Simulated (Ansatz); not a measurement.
# F on Cu(100): change of the work function

Aim: the work function of Cu(100) at several coverages of F (hollow site), and the dipole that each adsorbate carries.

Method: plane-wave DFT, PBE, Ansatz PAW, in Ansatz 0.2.0.

### Step 1. The system as given

The cell holds 4 atoms: 4 Cu. Its edges and angles: a = 2.553 Å, b = 2.553 Å, c = 23.415 Å, α = 90.0°, β = 90.0°, γ = 90.0°. Vacuum lies along c.

### Step 2. The clean slab

The bare slab comes first, as the zero from which every change is counted. The two lowest layers are held at bulk places and the upper ones relax. The dipole correction removes the false field that a one-sided slab makes across the periodic vacuum, so each face gets a flat vacuum level of its own.

input.yaml reads:

```yaml
crystal:
  lattice:
    - [2.5526554801, 0.0, 0.0]
    - [0.0, 2.5526554801, 0.0]
    - [0.0, 0.0, 23.415]
  atoms:
    - { symbol: Cu, position: [0.5, 0.5, 0.3843689942] }
    - { symbol: Cu, position: [0.0, 0.0, 0.4614563314] }
    - { symbol: Cu, position: [0.5, 0.5, 0.5385436686] }
    - { symbol: Cu, position: [0.0, 0.0, 0.6156310058] }
kpoints:
  mp_grid: { grid: [12, 12, 1] }
hamiltonian:
  xc: pbe
scf:
  occupations: { method: fermi_dirac, width: 0.1 }
  convergence: { dr2_threshold: 1.0e-08 }
efield:
  axis: 3
  dipole_correction: true
  ramp_position: 0.97
  ramp_width: 0.06
relax:
  f_tol: 0.02
  max_steps: 60
  constraints: [{ sites: [0, 1] }]
output:
  write_potential: true
  write_density: true
  volumetric_format: npy
```

Run with:

```console
ansatz run input.yaml --threads 4 --pin off --max-ram 16384MiB --backend cpu --events-out ev --progress --plain --runs-dir out
```

What it wrote:

```text
Engine: ansatz 0.2.0, aarch64-unknown-linux-gnu
Pseudopotentials: kind: paw
Pseudopotential: Cu, paw, valence charge 19, recommended cutoff 420 eV (normal), Cu.paw.azcp
Functional definition: PBE
  parameter kappa = 0.804
  parameter beta = 0.066725
  exchange = pbe_x(kappa = kappa, mu = beta*pi^2/3)
  correlation = pbe_c(beta = beta)
Crystal: 4 atoms, lattice volume = 152.573 Å³
Basis set: ecut = 420 eV, 3011 PW (Γ), exchange–correlation on 36×36×320 points (8 copies of the dense FFT grid, shifted against one another)
Bands: 46, of which v1, the nominal top of the filled ones, is band 38 counted from 1 (37 counted from 0)
Symmetry: 8 space group operations
k-points: 28 of 144
Non-local potential: Cu, projectors of the file, l = 0: 3, l = 1: 2, l = 2: 3, l = 3: 1
PAW form: soft (Blöchl's): semilocal exchange-correlation on the pseudo side does not see the compensation charge
PAW one-centre angular grid: Cu, 590 points (default); XC on 64 Gauss nodes
Initial density: superposition of atomic densities (neutral atoms: chi_scale 0, normalization atom), corrected by the library's trained network
Initial wavefunctions: pseudopotential atomic-orbital guess
Functional: x = pbe(κ = 0.804, μ = 0.219515), c = pbe(β = 0.066725)
SCF iter   1: F=—  HF=-26499.487320 eV  |F-HF|=—  |Δ(HF+E_count)|=         —  Δρ=1.44e-3  dr2=1.11e-2  ethr=1.77e-3  p=-0.000 e·Å  D=-7.17e-15 V/Å  ΔV_dip=0.00 eV  dr2_dipole=9.36e-9  V_vac-E_F(+/−)=4.49/4.49 eV  ⟨swp⟩=8.7  Hψ=5648  notcnv=0  defer=4
efield: sawtooth ramp at fractional position 0.9700 (set: `efield.ramp_position`, or a place that a band, a saddle search or an elastic batch's reference lends), width 0.0600; the density the first Hamiltonian is built on has a dipole p = -0.000 e·Å; the dipole correction subtracts the counter field D = -7.17e-15 V/Å, which shifts the + side's vacuum level by +0.00 eV against the − side's; the planar-averaged density in the ramp window peaks in size at 3.2e-5 e/Å³
preconditioner: auto → LDOS  [metal: Δε(μ)=0.060 eV  Ē_g=8.062 eV  σ=0.100 eV  W_gap=0.15  n_scr=18 (ndim 8)  ℏωp=19.9 eV  f_vac=0.639  D(μ)=1.29/eV (n_scr^D=8)  β→1.0]
SCF iter   2: F=—  HF=-26499.492238 eV  |F-HF|=—  |Δ(HF+E_count)|=   4.92e-3  Δρ=1.83e-3  dr2=4.23e-3  ethr=1.46e-5  p=-0.000 e·Å  D=-6.15e-6 V/Å  ΔV_dip=0.00 eV  dr2_dipole=9.00e-8  V_vac-E_F(+/−)=4.58/4.58 eV  ⟨swp⟩=2.9  Hψ=2867  notcnv=0  defer=39
SCF iter   3: F=—  HF=-26499.491942 eV  |F-HF|=—  |Δ(HF+E_count)|=   2.96e-4  Δρ=1.46e-3  dr2=1.64e-3  ethr=5.57e-6  p=-0.000 e·Å  D=-3.99e-5 V/Å  ΔV_dip=0.00 eV  dr2_dipole=2.09e-7  V_vac-E_F(+/−)=4.57/4.57 eV  ⟨swp⟩=2.5  Hψ=2210  notcnv=0  defer=39
SCF iter   4: F=—  HF=-26499.491516 eV  |F-HF|=—  |Δ(HF+E_count)|=   4.26e-4  Δρ=1.91e-4  dr2=1.24e-4  ethr=2.16e-6  p=0.000 e·Å  D=2.29e-5 V/Å  ΔV_dip=-0.00 eV  dr2_dipole=3.77e-9  V_vac-E_F(+/−)=4.57/4.57 eV  ⟨swp⟩=2.0  Hψ=1832  notcnv=0  defer=39
SCF iter   5: F=—  HF=-26499.491529 eV  |F-HF|=—  |Δ(HF+E_count)|=   1.21e-5  Δρ=1.10e-4  dr2=2.44e-5  ethr=1.63e-7  p=-0.000 e·Å  D=-1.13e-5 V/Å  ΔV_dip=0.00 eV  dr2_dipole=1.50e-9  V_vac-E_F(+/−)=4.58/4.58 eV  ⟨swp⟩=2.1  Hψ=1761  notcnv=0  defer=39
SCF iter   6: F=—  HF=-26499.491521 eV  |F-HF|=—  |Δ(HF+E_count)|=   7.22e-6  Δρ=1.05e-4  dr2=1.04e-5  ethr=3.21e-8  p=0.000 e·Å  D=2.18e-5 V/Å  ΔV_dip=-0.00 eV  dr2_dipole=1.21e-8  V_vac-E_F(+/−)=4.58/4.58 eV  ⟨swp⟩=2.0  Hψ=1843  notcnv=0  defer=39
SCF iter   7: F=—  HF=-26499.491516 eV  |F-HF|=—  |Δ(HF+E_count)|=   4.87e-6  Δρ=2.78e-5  dr2=8.10e-7  ethr=1.37e-8  p=0.000 e·Å  D=4.93e-6 V/Å  ΔV_dip=-0.00 eV  dr2_dipole=2.35e-11  V_vac-E_F(+/−)=4.58/4.58 eV  ⟨swp⟩=2.1  Hψ=1738  notcnv=0  defer=39
SCF iter   8: F=—  HF=-26499.491526 eV  |F-HF|=—  |Δ(HF+E_count)|=   9.89e-6  Δρ=2.02e-5  dr2=4.10e-7  ethr=1.07e-9  p=0.000 e·Å  D=3.52e-6 V/Å  ΔV_dip=-0.00 eV  dr2_dipole=2.39e-9  V_vac-E_F(+/−)=4.58/4.58 eV  ⟨swp⟩=2.0  Hψ=1851  notcnv=0  defer=39
SCF iter   9: F=—  HF=-26499.491526 eV  |F-HF|=—  |Δ(HF+E_count)|=   1.27e-7  Δρ=8.57e-6  dr2=8.09e-8  ethr=5.39e-10  p=0.000 e·Å  D=5.31e-7 V/Å  ΔV_dip=-0.00 eV  dr2_dipole=3.70e-10  V_vac-E_F(+/−)=4.58/4.58 eV  ⟨swp⟩=2.0  Hψ=1812  notcnv=0  defer=39
SCF iter  10: F=-26499.491526 eV  HF=-26499.491526 eV  |F-HF|=5.54e-8  |Δ(HF+E_count)|=   3.77e-8  Δρ=1.16e-6  dr2=1.63e-9  ethr=1.32e-11  p=0.000 e·Å  D=2.44e-7 V/Å  ΔV_dip=-0.00 eV  dr2_dipole=7.46e-12  V_vac-E_F(+/−)=4.58/4.58 eV  ⟨swp⟩=8.1  Hψ=9221  notcnv=0
SCF 1 converged in 10 iterations: F = -26499.491526 eV  dr2 = 1.63e-9
  greatest PAW one-centre occupation: 1.000 electrons in one spin orbital (limit 2), on the Cu atom at site 3 (counted from 0), in its partial waves of l = 0
relax step   1: F+E_penalty+E_count = -26499.49152650 eV  Δ(F+E_penalty+E_count) = +0.000e0 eV  max|allowed force component| = 2.181e-1 eV/Å  Δτ_max = 0.0000 Å  (10 SCF iters, accepted)
Initial density: handed on by an earlier stage of this run
Initial wavefunctions: those handed on with the density
iter 1 solved again at ethr=4.94e-7 eV; its pass at ethr=3.10e-3 eV (dr2=3.76e-4 eV) is discarded
SCF iter   1: F=—  HF=-26499.493638 eV  |F-HF|=—  |Δ(HF+E_count)|=         —  Δρ=7.18e-4  dr2=3.81e-4  ethr=4.94e-7  p=0.000 e·Å  D=6.52e-7 V/Å  ΔV_dip=-0.00 eV  dr2_dipole=5.33e-7  V_vac-E_F(+/−)=4.58/4.58 eV  ⟨swp⟩=2.8  Hψ=4247  notcnv=0  defer=52
efield: sawtooth ramp at fractional position 0.9700 (set: `efield.ramp_position`, or a place that a band, a saddle search or an elastic batch's reference lends), width 0.0600; the density the first Hamiltonian is built on has a dipole p = 0.000 e·Å; the dipole correction subtracts the counter field D = 6.52e-7 V/Å, which shifts the + side's vacuum level by -0.00 eV against the − side's; the planar-averaged density in the ramp window peaks in size at 2.3e-5 e/Å³
preconditioner: auto → LDOS  [metal: Δε(μ)=0.090 eV  Ē_g=8.129 eV  σ=0.100 eV  W_gap=0.22  n_scr=18 (ndim 8)  ℏωp=19.9 eV  f_vac=0.638  D(μ)=1.28/eV (n_scr^D=8)  β→1.0]
SCF iter   2: F=—  HF=-26499.493457 eV  |F-HF|=—  |Δ(HF+E_count)|=   1.81e-4  Δρ=1.93e-4  dr2=8.92e-5  ethr=4.94e-7  p=0.000 e·Å  D=2.69e-4 V/Å  ΔV_dip=-0.01 eV  dr2_dipole=1.27e-5  V_vac-E_F(+/−)=4.58/4.58 eV  ⟨swp⟩=2.1  Hψ=2198  notcnv=0  defer=52
SCF iter   3: F=—  HF=-26499.493455 eV  |F-HF|=—  |Δ(HF+E_count)|=   2.54e-6  Δρ=1.84e-4  dr2=3.53e-5  ethr=1.17e-7  p=0.000 e·Å  D=1.03e-4 V/Å  ΔV_dip=-0.00 eV  dr2_dipole=5.88e-7  V_vac-E_F(+/−)=4.58/4.58 eV  ⟨swp⟩=2.0  Hψ=1859  notcnv=0  defer=52
SCF iter   4: F=—  HF=-26499.493464 eV  |F-HF|=—  |Δ(HF+E_count)|=   9.09e-6  Δρ=9.12e-5  dr2=8.65e-6  ethr=4.64e-8  p=0.000 e·Å  D=1.63e-4 V/Å  ΔV_dip=-0.00 eV  dr2_dipole=1.04e-7  V_vac-E_F(+/−)=4.58/4.58 eV  ⟨swp⟩=2.0  Hψ=1849  notcnv=0  defer=52
SCF iter   5: F=—  HF=-26499.493458 eV  |F-HF|=—  |Δ(HF+E_count)|=   5.47e-6  Δρ=2.20e-5  dr2=5.03e-7  ethr=1.14e-8  p=0.000 e·Å  D=1.56e-4 V/Å  ΔV_dip=-0.00 eV  dr2_dipole=1.16e-8  V_vac-E_F(+/−)=4.58/4.58 eV  ⟨swp⟩=2.0  Hψ=1786  notcnv=0  defer=52
SCF iter   6: F=—  HF=-26499.493458 eV  |F-HF|=—  |Δ(HF+E_count)|=   2.31e-7  Δρ=1.23e-5  dr2=1.50e-7  ethr=6.61e-10  p=0.000 e·Å  D=1.63e-4 V/Å  ΔV_dip=-0.00 eV  dr2_dipole=2.72e-9  V_vac-E_F(+/−)=4.58/4.58 eV  ⟨swp⟩=2.0  Hψ=1850  notcnv=0  defer=52
SCF iter   7: F=-26499.493458 eV  HF=-26499.493458 eV  |F-HF|=7.54e-9  |Δ(HF+E_count)|=   8.22e-8  Δρ=2.24e-6  dr2=5.35e-9  ethr=1.32e-11  p=0.000 e·Å  D=1.65e-4 V/Å  ΔV_dip=-0.00 eV  dr2_dipole=5.96e-12  V_vac-E_F(+/−)=4.58/4.58 eV  ⟨swp⟩=8.1  Hψ=9419  notcnv=0
SCF 2 converged in 7 iterations: F = -26499.493458 eV  dr2 = 5.35e-9
  greatest PAW one-centre occupation: 1.000 electrons in one spin orbital (limit 2), on the Cu atom at site 0 (counted from 0), in its partial waves of l = 0
relax step   2: F+E_penalty+E_count = -26499.49345845 eV  Δ(F+E_penalty+E_count) = -1.932e-3 eV  max|allowed force component| = 1.395e-1 eV/Å  Δτ_max = 0.0117 Å  (7 SCF iters, accepted)
SCF iter   1: F=—  HF=-26499.495286 eV  |F-HF|=—  |Δ(HF+E_count)|=         —  Δρ=1.19e-3  dr2=9.92e-4  ethr=1.36e-5  p=0.000 e·Å  D=1.65e-4 V/Å  ΔV_dip=-0.00 eV  dr2_dipole=3.18e-9  V_vac-E_F(+/−)=4.58/4.58 eV  ⟨swp⟩=3.2  Hψ=3121  notcnv=0  defer=52
efield: sawtooth ramp at fractional position 0.9700 (set: `efield.ramp_position`, or a place that a band, a saddle search or an elastic batch's reference lends), width 0.0600; the density the first Hamiltonian is built on has a dipole p = 0.000 e·Å; the dipole correction subtracts the counter field D = 1.65e-4 V/Å, which shifts the + side's vacuum level by -0.00 eV against the − side's; the planar-averaged density in the ramp window peaks in size at 2.2e-5 e/Å³
preconditioner: auto → LDOS  [metal: Δε(μ)=0.088 eV  Ē_g=8.129 eV  σ=0.100 eV  W_gap=0.21  n_scr=18 (ndim 8)  ℏωp=19.9 eV  f_vac=0.638  D(μ)=1.29/eV (n_scr^D=8)  β→1.0]
SCF iter   2: F=—  HF=-26499.494837 eV  |F-HF|=—  |Δ(HF+E_count)|=   4.49e-4  Δρ=3.85e-4  dr2=2.55e-4  ethr=1.31e-6  p=0.000 e·Å  D=5.86e-4 V/Å  ΔV_dip=-0.01 eV  dr2_dipole=3.47e-5  V_vac-E_F(+/−)=4.57/4.58 eV  ⟨swp⟩=2.0  Hψ=2546  notcnv=0  defer=52
SCF iter   3: F=—  HF=-26499.494808 eV  |F-HF|=—  |Δ(HF+E_count)|=   2.90e-5  Δρ=4.05e-4  dr2=1.71e-4  ethr=3.36e-7  p=0.000 e·Å  D=4.58e-4 V/Å  ΔV_dip=-0.01 eV  dr2_dipole=3.20e-6  V_vac-E_F(+/−)=4.57/4.58 eV  ⟨swp⟩=2.2  Hψ=2080  notcnv=0  defer=52
SCF iter   4: F=—  HF=-26499.494790 eV  |F-HF|=—  |Δ(HF+E_count)|=   1.79e-5  Δρ=6.85e-5  dr2=6.36e-6  ethr=2.25e-7  p=0.000 e·Å  D=4.56e-4 V/Å  ΔV_dip=-0.01 eV  dr2_dipole=2.50e-7  V_vac-E_F(+/−)=4.57/4.58 eV  ⟨swp⟩=2.0  Hψ=1803  notcnv=0  defer=52
SCF iter   5: F=—  HF=-26499.494796 eV  |F-HF|=—  |Δ(HF+E_count)|=   5.89e-6  Δρ=2.59e-5  dr2=9.68e-7  ethr=8.37e-9  p=0.000 e·Å  D=4.76e-4 V/Å  ΔV_dip=-0.01 eV  dr2_dipole=9.09e-8  V_vac-E_F(+/−)=4.57/4.58 eV  ⟨swp⟩=2.9  Hψ=1991  notcnv=0  defer=52
SCF iter   6: F=—  HF=-26499.494796 eV  |F-HF|=—  |Δ(HF+E_count)|=   1.95e-7  Δρ=7.50e-6  dr2=6.43e-8  ethr=1.27e-9  p=0.000 e·Å  D=4.75e-4 V/Å  ΔV_dip=-0.01 eV  dr2_dipole=4.68e-9  V_vac-E_F(+/−)=4.57/4.58 eV  ⟨swp⟩=2.0  Hψ=1717  notcnv=0  defer=52
SCF iter   7: F=—  HF=-26499.494796 eV  |F-HF|=—  |Δ(HF+E_count)|=   2.24e-7  Δρ=3.82e-6  dr2=1.47e-8  ethr=1.32e-11  p=0.000 e·Å  D=4.89e-4 V/Å  ΔV_dip=-0.01 eV  dr2_dipole=1.12e-10  V_vac-E_F(+/−)=4.57/4.58 eV  ⟨swp⟩=9.8  Hψ=9000  notcnv=0
SCF iter   8: F=—  HF=-26499.494796 eV  |F-HF|=—  |Δ(HF+E_count)|=   7.58e-8  Δρ=3.61e-6  dr2=1.52e-8  ethr=1.32e-11  p=0.000 e·Å  D=4.94e-4 V/Å  ΔV_dip=-0.01 eV  dr2_dipole=3.73e-10  V_vac-E_F(+/−)=4.57/4.58 eV  ⟨swp⟩=9.1  Hψ=8387  notcnv=0
SCF iter   9: F=-26499.494796 eV  HF=-26499.494796 eV  |F-HF|=1.35e-9  |Δ(HF+E_count)|=   1.27e-8  Δρ=1.23e-6  dr2=2.58e-9  ethr=1.32e-11  p=0.000 e·Å  D=4.96e-4 V/Å  ΔV_dip=-0.01 eV  dr2_dipole=1.02e-10  V_vac-E_F(+/−)=4.57/4.58 eV  ⟨swp⟩=6.8  Hψ=8438  notcnv=0
SCF 3 converged in 9 iterations: F = -26499.494796 eV  dr2 = 2.58e-9
relax step   3: F+E_penalty+E_count = -26499.49479638 eV  Δ(F+E_penalty+E_count) = -1.338e-3 eV  max|allowed force component| = 2.096e-3 eV/Å  Δτ_max = 0.0196 Å  (9 SCF iters, accepted)
NSCF: frozen V_eff on 28 k-points
the band table was solved once a step of the walk had ended and its energy, with any forces and stress, was formed, with the checks that follow a solve (6802 applications of the Hamiltonian). They found nothing against the state; the energy, forces and stress were not computed again (output.eigenvalues in the input reference)
WARN: The output density's exchange-correlation potential varies sharply where the density is thin. Do not read a vacuum level from v_tot or v_xc, or from such a field of the output density. On a cell that repeats whose density bears no net charge and no dipole along the vacuum's axis use v_es (v_loc + v_h of the components); under efield.dipole_correction with no amplitude use v_es + v_field, which holds any externa [...]
SCF converged after 9 iterations
Free energy (F): -26499.494796 eV
Harris-Foulkes:  -26499.494796 eV  (|F-HF|=1.35e-9)
Internal energy: -26499.450325 eV  (E = F + TS)
E sigma→0 (E₀):  -26499.472561 eV
Entropy (-TS):   -0.044472 eV (-11.118 meV/atom)
Fermi energy:    2.077824 eV
Dipole field:    D = 0.000480 V/Å  (p = 0.000405 e·Å, saw-weighted, corrected)
Work function:   Φ+ = 4.5707 eV   Φ− = 4.5819 eV
Levels:          The Fermi level and band energies are counted from a zero that moves with the ramp; work functions are not
--- Per-component energies (eV) ---
  E_band       = -2536.166477
  E_kinetic    = 1198.309528
  E_local      = -168854.315694  (includes V_loc(G=0)·N_el)
  E_nonlocal   = 1567.140430
  E_hartree    = 82915.850215
  E_xc         = -355.051919
  E_vxc        = -457.887175  (∫ρ·V_xc dr)
  E_paw        = -6658.907342  (= ΣΔE_a)
  E_vpaw       = -1821.114883  (= ΣTr[D̂ρ^β])
  E_aug_tail   = 0.001125  (compensation charges beyond the density's cutoff)
  E_efield     = 0.000000  (sawtooth field / dipole correction)
  E_vefield    = -0.000313  (∫n·V_field dr)
  E_ewald      = 63687.523332
  E_smearing   = -0.044472  (= −TS)
  E_closure    = -0.000000  (closes the sum)
  Σ components = -26499.494796   (vs F -26499.494796, Δ=0.00e0)
--- Forces (eV/Å), atoms counted from 1 ---
  atom   1  Cu    -0.00000000     0.00000000     0.10441416
  atom   2  Cu    -0.00000000     0.00000000    -0.10661276
  atom   3  Cu     0.00000000     0.00000000     0.00010983
  atom   4  Cu    -0.00000000     0.00000000     0.00209595
  max |Σ_I F_I| component: 7.18e-6 eV/Å
--- Band table (eV; the first three rows and the last of 28) ---
  k-point 0: bands = [... 34 lower, 0.3997, 0.6183, 0.6474, 0.6474, 0.6479, 1.6164, 3.1949, 6.4525, ... 4 higher]
  k-point 1: bands = [... 34 lower, 0.4671, 0.5052, 0.5494, 0.6055, 0.6780, 1.9009, 3.5303, 6.6065, ... 4 higher]
  k-point 2: bands = [... 34 lower, 0.4625, 0.4862, 0.5546, 0.6159, 0.6727, 2.5350, 4.3478, 7.0666, ... 4 higher]
  k-point 27: bands = [... 34 lower, 1.0039, 1.0231, 4.5597, 4.5597, 6.7457, 6.7457, 9.5125, 9.5174, ... 4 higher]
--- Relaxed structure (3 steps of the walk, 3 accepted, 0 SCFs on fresh bases) ---
  F+E_penalty+E_count = -26499.49479638 eV   max|allowed force component| = 2.096e-3 eV/Å
  atoms:
    - { symbol: Cu, position: [0.5, 0.5, 0.384369] }
    - { symbol: Cu, position: [0.0, 0.0, 0.461456] }
    - { symbol: Cu, position: [0.5, 0.5, 0.539882] }
    - { symbol: Cu, position: [0, 0.0, 0.615758] }
```

Elapsed: 15 s, on 4 threads of Arm Neoverse V2, shared host; peak memory 0.5 GiB.

Step by step:

```csv
step,energy less that of the first step (eV),largest force component (eV/Å)
1,0.0000,0.2181
2,-0.0019,0.1395
3,-0.0033,0.0021
```

Forces are held to the 8 operations that the program found; a distortion that breaks them can't arise in this run.

The atoms that moved most (Å):

```csv
atom,dx,dy,dz,length
Cu3,0.000,0.000,0.031,0.031
```

Numbers from this step:

| Property | Result |
| --- | --- |
| energy at zero smearing | -26499.4726 eV |
| work function, upper face | 4.571 eV |
| dipole along the normal | 4.05e-4 e·Å |

Running mean over 1.805 Å of the planar mean; the ramp of the sawtooth is left out. The electron's electrostatic potential energy less the Fermi level by z:

```csv
z (Å),electron's electrostatic potential energy less the Fermi level (eV)
3.0,4.58
3.5,4.58
4.0,4.58
4.5,4.58
5.0,4.58
5.5,4.57
6.0,4.54
6.5,4.45
7.0,4.10
7.5,2.70
8.0,-1.44
8.5,-6.20
9.0,-8.30
9.5,-8.63
10.0,-8.72
10.5,-8.78
11.0,-8.72
11.5,-8.54
12.0,-8.55
12.5,-8.77
13.0,-8.94
13.5,-9.00
14.0,-8.80
14.5,-8.20
15.0,-5.53
15.5,-0.619
16.0,3.08
16.5,4.18
17.0,4.46
17.5,4.54
18.0,4.56
18.5,4.57
19.0,4.57
19.5,4.57
20.0,4.57
```

The relaxation took 3 steps and lowered the energy by 0.0033 eV; the largest force on the free atoms ends at 0.0021 eV/Å.

The work function of the upper face is 4.57 eV.

(Part 1 of 4 ends here.)

[Long decimals in the printed logs are rounded to 6 places.]

[Logs are printed without paths, hosts, clocks, repeated set-up lines and the standing remarks that a program may print on its own settings, such as how far it seeks lower states.]

[Hosts, paths, dates, database ids (printed as entryN), source tags and the programs' standing remarks are cut or masked in the printed files.]

[Maps of the electrostatic potential energy from Ansatz leave out the sawtooth potential of an applied field or a dipole correction, so their vacuum need not be flat; planar profiles and work functions include it.]
